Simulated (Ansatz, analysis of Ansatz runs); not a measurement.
**Migration barrier of interstitial H in fcc Cu, hop from an octahedral to the next tetrahedral site (PBE)**

How near does this set-up come to the measured migration barrier? Subject: interstitial H in fcc Cu, hop from an octahedral to the next tetrahedral site. Set-up: PBE, 32-site cell, PBE lattice, 420 eV, k: 4x4x4 Gamma-centred. The model is a cell of 32 host atoms with 1 H put in. The barrier is the energy of the highest image of a climbing band over the relaxed site that the atom leaves. A local or semilocal functional is the cheapest first rung.

Measured beforehand: Migration barrier: 0.375 eV, by permeation and other diffusion measurements (T > 250 K); average of cited values (quoted in “Explainable Machine Learning for Hydrogen Diffusion in Metals and Random Binary Alloys”, 2023, G. M. Lu et al., quoting earlier work (1986)). The runs below try to reproduce this.

Main program and level: Ansatz 0.2.0; plane-wave PAW DFT, PBE; relaxation of all atoms of a defect supercell.

## (1) The structure

The cell holds 33 atoms: 32 Cu and 1 H. Cell: a = 7.262 Å, b = 7.262 Å, c = 7.262 Å, α = 90.0°, β = 90.0°, γ = 90.0°. It derives from Cu (space group Fm-3m). Nearest the centre at fractional (0.750, 0.500, 0.500): H33 at 0.00 Å, Cu24 at 1.82 Å, Cu32 at 1.82 Å, Cu13 at 1.82 Å, Cu29 at 1.82 Å, Cu27 at 1.82 Å, Cu31 at 1.82 Å, Cu2 at 3.14 Å.

The host's primitive cell comes from a first run (plane-wave PAW DFT, PBE; relaxation of the host's cell and atoms): vectors of 2.567, 2.567 and 2.567 Å. That is 11.97 Å³ an atom, 1.3 % over the diffraction cell's volume. The supercell is built on it.

## (2) Relaxation, charge 0

A barrier counts from a true minimum, so both ends of the jump are relaxed first.

File start/input.yaml:

```yaml
relax:
  f_tol: 0.02
  max_steps: 80
  escape_saddle: false
crystal:
  lattice:
    - [7.26165902, 0.0, 0.0]
    - [0.0, 7.26165902, 0.0]
    - [0.0, 0.0, 7.26165902]
  atoms:
    - { symbol: Cu, position: [0.0, 0.0, 0.0] }
    - { symbol: Cu, position: [0.0, 0.25, 0.25] }
    - { symbol: Cu, position: [0.25, 0.0, 0.25] }
    - { symbol: Cu, position: [0.25, 0.25, 0.0] }
    - { symbol: Cu, position: [0.0, 0.0, 0.5] }
    - { symbol: Cu, position: [0.0, 0.25, 0.75] }
    - { symbol: Cu, position: [0.25, 0.0, 0.75] }
    - { symbol: Cu, position: [0.25, 0.25, 0.5] }
    - { symbol: Cu, position: [0.0, 0.5, 0.0] }
    - { symbol: Cu, position: [0.0, 0.75, 0.25] }
    - { symbol: Cu, position: [0.25, 0.5, 0.25] }
    - { symbol: Cu, position: [0.25, 0.75, 0.0] }
    - { symbol: Cu, position: [0.0, 0.5, 0.5] }
    - { symbol: Cu, position: [0.0, 0.75, 0.75] }
    - { symbol: Cu, position: [0.25, 0.5, 0.75] }
    - { symbol: Cu, position: [0.25, 0.75, 0.5] }
    - { symbol: Cu, position: [0.5, 0.0, 0.0] }
    - { symbol: Cu, position: [0.5, 0.25, 0.25] }
    - { symbol: Cu, position: [0.75, 0.0, 0.25] }
    - { symbol: Cu, position: [0.75, 0.25, 0.0] }
    - { symbol: Cu, position: [0.5, 0.0, 0.5] }
    - { symbol: Cu, position: [0.5, 0.25, 0.75] }
    - { symbol: Cu, position: [0.75, 0.0, 0.75] }
    - { symbol: Cu, position: [0.75, 0.25, 0.5] }
    - { symbol: Cu, position: [0.5, 0.5, 0.0] }
    - { symbol: Cu, position: [0.5, 0.75, 0.25] }
    - { symbol: Cu, position: [0.75, 0.5, 0.25] }
    - { symbol: Cu, position: [0.75, 0.75, 0.0] }
    - { symbol: Cu, position: [0.5, 0.5, 0.5] }
    - { symbol: Cu, position: [0.5, 0.75, 0.75] }
    - { symbol: Cu, position: [0.75, 0.5, 0.75] }
    - { symbol: Cu, position: [0.75, 0.75, 0.5] }
    - { symbol: H, position: [0.75, 0.5, 0.5] }
basis:
  ecutwfc: 420
  xc_grid: 2
hamiltonian:
  xc: pbe
kpoints:
  mp_grid: { grid: [4, 4, 4] }
scf:
  occupations: { method: methfessel_paxton, width: 0.1 }
  max_iter: 120
output:
  forces: true
checkpoint:
  write: "../start.run"
  compress: false
  write_wavefunctions: true
  write_every: 100000
```

On the command line:

```bash
$ ansatz run input.yaml --threads 4 --pin off --max-ram 14131MiB --backend cpu --events-out ev --progress --plain --runs-dir out
```

Numbers of over 12 decimals in the logs are rounded to 6 here.

Log:

```text
[... repeated set-up lines and file paths are left out, and long positions are rounded to six places ...]
Engine: ansatz 0.2.0, aarch64-unknown-linux-gnu
Pseudopotentials: kind: paw
Pseudopotential: Cu, paw, valence charge 19, recommended cutoff 420 eV (normal), Cu.paw.azcp
Pseudopotential: H, paw, valence charge 1, recommended cutoff 420 eV (normal), H.paw.azcp
Functional definition: PBE
  parameter kappa = 0.804
  parameter beta = 0.066725
  exchange = pbe_x(kappa = kappa, mu = beta*pi^2/3)
  correlation = pbe_c(beta = beta)
Crystal: 33 atoms, lattice volume = 382.920 Å³
Basis set: ecut = 420 eV, 7497 PW (Γ), exchange–correlation on 100×100×100 points (8 copies of the dense FFT grid, shifted against one another)
Bands: 366, of which v1, the nominal top of the filled ones, is band 305 counted from 1 (304 counted from 0)
Symmetry: 48 space group operations
Space group: Pm-3m (ITA 221), of the structure as read, at distance tolerance 7.3e-5 Å
k-points: 10 of 64
Non-local potential: Cu, projectors of the file, l = 0: 3, l = 1: 2, l = 2: 3, l = 3: 1
Non-local potential: H, projectors of the file, l = 0: 2, l = 1: 1
PAW form: soft (Blöchl's): semilocal exchange-correlation on the pseudo side does not see the compensation charge
PAW one-centre angular grid: Cu, 590 points (default); XC on 64 Gauss nodes
PAW one-centre angular grid: H, 110 points (default); XC on 64 Gauss nodes
Initial density: superposition of atomic densities (neutral atoms: chi_scale 0, normalization atom), corrected by the library's trained network
Initial wavefunctions: pseudopotential atomic-orbital guess
Functional: x = pbe(κ = 0.804, μ = 0.219515), c = pbe(β = 0.066725)
SCF iter   1: F=—  HF=-212020.933477 eV  |F-HF|=—  |Δ(HF+E_count)|=         —  Δρ=2.05e-3  dr2=9.84e-3  ethr=1.77e-3  ⟨swp⟩=4.9  Hψ=11605  notcnv=0  defer=194
preconditioner: auto → Kerker (q_TF=auto, 2.948 Å⁻¹)  [metal: Δε(μ)=0.055 eV  Ē_g=10.061 eV  σ=0.100 eV  W_gap=0.44  n_scr=170 (ndim 8)  ℏωp=35.7 eV  f_vac=0.000  D(μ)=10.95/eV (n_scr^D=80)]
SCF iter   2: F=—  HF=-212020.933796 eV  |F-HF|=—  |Δ(HF+E_count)|=   3.19e-4  S|Δr|=    0.00e0  Δρ=8.27e-4  dr2=1.95e-3  ethr=1.62e-6  ⟨swp⟩=2.8  Hψ=7408  notcnv=0  defer=262
SCF iter   3: F=—  HF=-212020.933889 eV  |F-HF|=—  |Δ(HF+E_count)|=   9.23e-5  S|Δr|=    0.00e0  Δρ=4.50e-4  dr2=6.56e-4  ethr=3.21e-7  ⟨swp⟩=2.3  Hψ=5044  notcnv=0  defer=262
SCF iter   4: F=—  HF=-212020.933815 eV  |F-HF|=—  |Δ(HF+E_count)|=   7.32e-5  S|Δr|=    0.00e0  Δρ=1.09e-4  dr2=5.96e-5  ethr=1.08e-7  ⟨swp⟩=2.1  Hψ=5034  notcnv=0  defer=262
SCF iter   5: F=—  HF=-212020.933822 eV  |F-HF|=—  |Δ(HF+E_count)|=   6.09e-6  S|Δr|=    0.00e0  Δρ=4.76e-5  dr2=1.16e-5  ethr=9.78e-9  ⟨swp⟩=2.2  Hψ=5289  notcnv=0  defer=262
SCF iter   6: F=-212020.933813 eV  HF=-212020.933820 eV  |F-HF|=7.13e-6  |Δ(HF+E_count)|=   1.29e-6  S|Δr|=    0.00e0  Δρ=3.17e-5  dr2=5.41e-6  ethr=1.64e-9  ⟨swp⟩=4.4  Hψ=12183  notcnv=0
SCF 1 converged in 6 iterations: F = -212020.933813 eV  dr2 = 5.41e-6
  greatest PAW one-centre occupation: 1.000 electrons in one spin orbital (limit 2), on the Cu atom at site 31 (counted from 0), in its partial waves of l = 0
relax step   1: F+E_penalty+E_count = -212020.93381311 eV  Δ(F+E_penalty+E_count) = +0.000e0 eV  max|allowed force component| = 4.779e-1 eV/Å  Δτ_max = 0.0000 Å  (6 SCF iters, dr2 threshold 1.00e-5 eV, accepted)
[... the SCF cycles and remarks between the steps are left out from here to the last step ...]
relax step   2: F+E_penalty+E_count = -212020.97198459 eV  Δ(F+E_penalty+E_count) = -3.817e-2 eV  max|allowed force component| = 2.855e-1 eV/Å  Δτ_max = 0.0149 Å  (5 SCF iters, dr2 threshold 1.43e-5 eV, accepted)
relax step   3: F+E_penalty+E_count = -212020.99449585 eV  Δ(F+E_penalty+E_count) = -2.251e-2 eV  max|allowed force component| = 1.489e-2 eV/Å  Δτ_max = 0.0229 Å  (6 SCF iters, dr2 threshold 5.09e-6 eV, accepted)
iter 1 solved again at ethr=1.51e-10 eV; its pass at ethr=3.10e-3 eV (dr2=9.19e-7 eV) is discarded
SCF iter   1: F=—  HF=-212020.994509 eV  |F-HF|=—  |Δ(HF+E_count)|=         —  Δρ=9.27e-6  dr2=9.20e-7  ethr=1.51e-10  ⟨swp⟩=1.0  Hψ=10105  notcnv=0  defer=488
SCF iter   2: F=—  HF=-212020.994497 eV  |F-HF|=—  |Δ(HF+E_count)|=   1.19e-5  S|Δr|=    0.00e0  Δρ=5.58e-6  dr2=5.49e-7  ethr=1.51e-10  ⟨swp⟩=1.1  Hψ=3149  notcnv=0  defer=488
SCF iter   3: F=—  HF=-212020.994497 eV  |F-HF|=—  |Δ(HF+E_count)|=   5.67e-8  S|Δr|=    0.00e0  Δρ=3.96e-6  dr2=1.73e-7  ethr=9.02e-11  ⟨swp⟩=2.0  Hψ=4814  notcnv=0  defer=488
SCF iter   4: F=-212020.994496 eV  HF=-212020.994497 eV  |F-HF|=3.24e-8  |Δ(HF+E_count)|=   2.59e-8  S|Δr|=    0.00e0  Δρ=1.53e-6  dr2=3.39e-8  ethr=1.64e-11  ⟨swp⟩=3.5  Hψ=10016  notcnv=0
SCF 4 converged in 4 iterations: F = -212020.994496 eV  dr2 = 3.39e-8
relax step   4: F+E_penalty+E_count = -212020.99449650 eV  Δ(F+E_penalty+E_count) = -6.495e-7 eV  max|allowed force component| = 1.488e-2 eV/Å  Δτ_max = 0.0000 Å  (4 SCF iters, accepted)
NSCF: frozen V_eff on 10 k-points
the band table was solved once a step of the walk had ended and its energy, with any forces and stress, was formed, with the checks that follow a solve (11344 applications of the Hamiltonian). They found nothing against the state; [...]
SCF converged after 4 iterations
Stability not checked: this state was not tested for a lower state beside it, because cold or Methfessel-Paxton smearing, or corrected tetrahedra, fill the levels in a way that the test cannot read (fill_not_monotonic; see scf.lower_state_search)
Free energy (F): -212020.994496 eV
Harris-Foulkes:  -212020.994497 eV  (|F-HF|=3.24e-8)
Internal energy: -212020.993734 eV  (E = F + TS)
E sigma→0 (E₀):  -212020.994306 eV
Entropy (-TS):   -0.000763 eV (-0.023 meV/atom)
Fermi energy:    16.559011 eV
--- Per-component energies (eV) ---
  E_band       = -11605.450770
  E_kinetic    = 9610.358719
  E_local      = -130307.014872  (includes V_loc(G=0)·N_el)
  E_nonlocal   = 12483.109678
  E_hartree    = 57393.856642
  E_xc         = -2873.985790
  E_vxc        = -3708.876294  (∫ρ·V_xc dr)
  E_paw        = -53218.711486  (= ΣΔE_a)
  E_vpaw       = -14470.740421  (= ΣTr[D̂ρ^β])
  E_aug_tail   = 0.006525  (compensation charges beyond the density's cutoff)
  E_ewald      = -105108.613151
  E_smearing   = -0.000763  (= −TS)
  E_closure    = -0.000000  (closes the sum)
  Σ components = -212020.994496   (vs F -212020.994496, Δ=0.00e0)
--- Forces (eV/Å), atoms counted from 1 ---
  atom   1  Cu     0.00162457     0.00000000    -0.00000000
  atom   2  Cu    -0.00107901     0.00107901     0.00107901
  atom   3  Cu     0.00000000     0.00000000    -0.00162457
  atom   4  Cu     0.00000000    -0.00162457     0.00000000
  atom   5  Cu     0.00243795     0.00000000     0.00000000
  atom   6  Cu    -0.00107901     0.00107901    -0.00107901
  atom   7  Cu     0.00000000     0.00000000     0.00162457
  atom   8  Cu     0.00000000    -0.00243795     0.00000000
  atom   9  Cu     0.00243795    -0.00000000     0.00000000
  atom  10  Cu    -0.00107901    -0.00107901     0.00107901
  atom  11  Cu    -0.00000000     0.00000000    -0.00243795
  atom  12  Cu     0.00000000     0.00162457     0.00000000
  atom  13  Cu     0.01488244    -0.00000000     0.00000000
  atom  14  Cu    -0.00107901    -0.00107901    -0.00107901
  atom  15  Cu     0.00000000     0.00000000     0.00243795
  atom  16  Cu    -0.00000000     0.00243795     0.00000000
  atom  17  Cu    -0.00162457    -0.00000000     0.00000000
  atom  18  Cu     0.00107901     0.00107901     0.00107901
  atom  19  Cu    -0.00000000     0.00000000    -0.00243795
  atom  20  Cu    -0.00000000    -0.00243795     0.00000000
  atom  21  Cu    -0.00243795    -0.00000000     0.00000000
  atom  22  Cu     0.00107901     0.00107901    -0.00107901
  atom  23  Cu    -0.00000000     0.00000000     0.00243795
  atom  24  Cu    -0.00000000    -0.01488244     0.00000000
  atom  25  Cu    -0.00243795     0.00000000    -0.00000000
  atom  26  Cu     0.00107901    -0.00107901     0.00107901
  atom  27  Cu     0.00000000    -0.00000000    -0.01488244
  atom  28  Cu     0.00000000     0.00243795     0.00000000
  atom  29  Cu    -0.01488244     0.00000000     0.00000000
  atom  30  Cu     0.00107901    -0.00107901    -0.00107901
  atom  31  Cu     0.00000000     0.00000000     0.01488244
  atom  32  Cu     0.00000000     0.01488244     0.00000000
  atom  33  H      0.00000000     0.00000000     0.00000000
  max |Σ_I F_I| component: 1.56e-17 eV/Å
--- Band table (eV; the first three rows and the last of 10) ---
  k-point 0: bands = ["-96.1207", "-96.1174", "-96.1174", "-96.1174", [... 358 left out ...] "27.2177", "27.3097", "27.3097", "27.3097"]
  k-point 1: bands = ["-96.1207", "-96.1174", "-96.1173", "-96.1173", [... 358 left out ...] "28.3163", "28.3163", "28.5504", "28.6481"]
  [... further k-points left out ...]
--- Relaxed structure (4 steps of the walk, 4 accepted, 0 SCFs on fresh bases) ---
  F+E_penalty+E_count = -212020.99449650 eV   max|allowed force component| = 1.488e-2 eV/Å
  atoms:
    - { symbol: Cu, position: [0.000258, 0, 0] }
    - { symbol: Cu, position: [0.001143, 0.248857, 0.248857] }
    - { symbol: Cu, position: [0.25, 0, 0.249742] }
    - { symbol: Cu, position: [0.25, 0.249742, 0] }
    - { symbol: Cu, position: [0.000889, 0, 0.5] }
    - { symbol: Cu, position: [0.001143, 0.248857, 0.751143] }
    - { symbol: Cu, position: [0.25, 0, 0.750258] }
    - { symbol: Cu, position: [0.25, 0.249111, 0.5] }
    - { symbol: Cu, position: [0.000889, 0.5, 0] }
    - { symbol: Cu, position: [0.001143, 0.751143, 0.248857] }
    - { symbol: Cu, position: [0.25, 0.5, 0.249111] }
    - { symbol: Cu, position: [0.25, 0.750258, 0] }
    - { symbol: Cu, position: [0.005215, 0.5, 0.5] }
    - { symbol: Cu, position: [0.001143, 0.751143, 0.751143] }
    - { symbol: Cu, position: [0.25, 0.5, 0.750889] }
    - { symbol: Cu, position: [0.25, 0.750889, 0.5] }
    - { symbol: Cu, position: [0.499742, 0, 0] }
    - { symbol: Cu, position: [0.498857, 0.248857, 0.248857] }
    - { symbol: Cu, position: [0.75, 0, 0.249111] }
    - { symbol: Cu, position: [0.75, 0.249111, 0] }
    - { symbol: Cu, position: [0.499111, 0, 0.5] }
    - { symbol: Cu, position: [0.498857, 0.248857, 0.751143] }
    - { symbol: Cu, position: [0.75, 0, 0.750889] }
    - { symbol: Cu, position: [0.75, 0.244785, 0.5] }
    - { symbol: Cu, position: [0.499111, 0.5, 0] }
    - { symbol: Cu, position: [0.498857, 0.751143, 0.248857] }
    - { symbol: Cu, position: [0.75, 0.5, 0.244785] }
    - { symbol: Cu, position: [0.75, 0.750889, 0] }
    - { symbol: Cu, position: [0.494785, 0.5, 0.5] }
    - { symbol: Cu, position: [0.498857, 0.751143, 0.751143] }
    - { symbol: Cu, position: [0.75, 0.5, 0.755215] }
    - { symbol: Cu, position: [0.75, 0.755215, 0.5] }
    - { symbol: H, position: [0.75, 0.5, 0.5] }
```

It took 1.7 min on 4 threads of Arm Neoverse V1, shared host; peak memory 3.5 GiB; 6.9 min of CPU time.

Relaxation path:

| step | energy less that of the first step (eV) | largest force component (eV/Å) |
| --- | --- | --- |
| 1 | 0.0000 | 0.4779 |
| 2 | -0.0382 | 0.2855 |
| 3 | -0.0607 | 0.0149 |
| 4 | -0.0607 | 0.0149 |

Forces are held to the 48 operations that the run works with; a distortion that breaks them can't arise in this run.

The atoms that moved most (Å):

| atom | dx | dy | dz | length |
| --- | --- | --- | --- | --- |
| Cu29 | -0.038 | 0.000 | 0.000 | 0.038 |
| Cu13 | 0.038 | 0.000 | 0.000 | 0.038 |
| Cu27 | 0.000 | 0.000 | -0.038 | 0.038 |
| Cu24 | 0.000 | -0.038 | 0.000 | 0.038 |
| Cu31 | 0.000 | 0.000 | 0.038 | 0.038 |
| Cu32 | 0.000 | 0.038 | 0.000 | 0.038 |
| Cu10 | 0.008 | 0.008 | -0.008 | 0.014 |
| Cu14 | 0.008 | 0.008 | 0.008 | 0.014 |

Neighbours of H33 at the end:

| atom | distance (Å) |
| --- | --- |
| Cu27 | 1.853 |
| Cu24 | 1.853 |
| Cu32 | 1.853 |
| Cu13 | 1.853 |
| Cu31 | 1.853 |
| Cu29 | 1.853 |
| Cu26 | 3.159 |
| Cu22 | 3.159 |
| Cu30 | 3.159 |
| Cu18 | 3.159 |
| Cu10 | 3.159 |
| Cu2 | 3.159 |
| Cu14 | 3.159 |
| Cu6 | 3.159 |

Read from the output:

| Item | Value |
| --- | --- |
| free energy | -212020.9945 eV |
| smearing term TS | 7.63e-4 eV |

The series, run alike:

| run | outcome | energy less the first (eV) | moment (μB) | time |
| --- | --- | --- | --- | --- |
| relaxation, charge 0 | converged | 0.0000 | 0.00 | 1.7 min |
| relaxation, charge 0 | converged | 0.1686 | 0.00 | 3.3 min |

The relaxation ends 1.8 meV an atom lower, with a largest force component of 0.015 eV/Å.

(Part 1 of 2 ends here.)

[Logs are printed without paths, hosts, clocks, repeated set-up lines and the standing remarks that a program may print on its own settings, such as how far it seeks lower states.]

[Hosts, paths, dates, database ids (printed as entryN), source tags and the programs' standing remarks are cut or masked in the printed files.]

[For some hosts the program warned that the k-mesh of the response run may be too coarse for force constants and the static dielectric constant; such warnings are not shown here.]
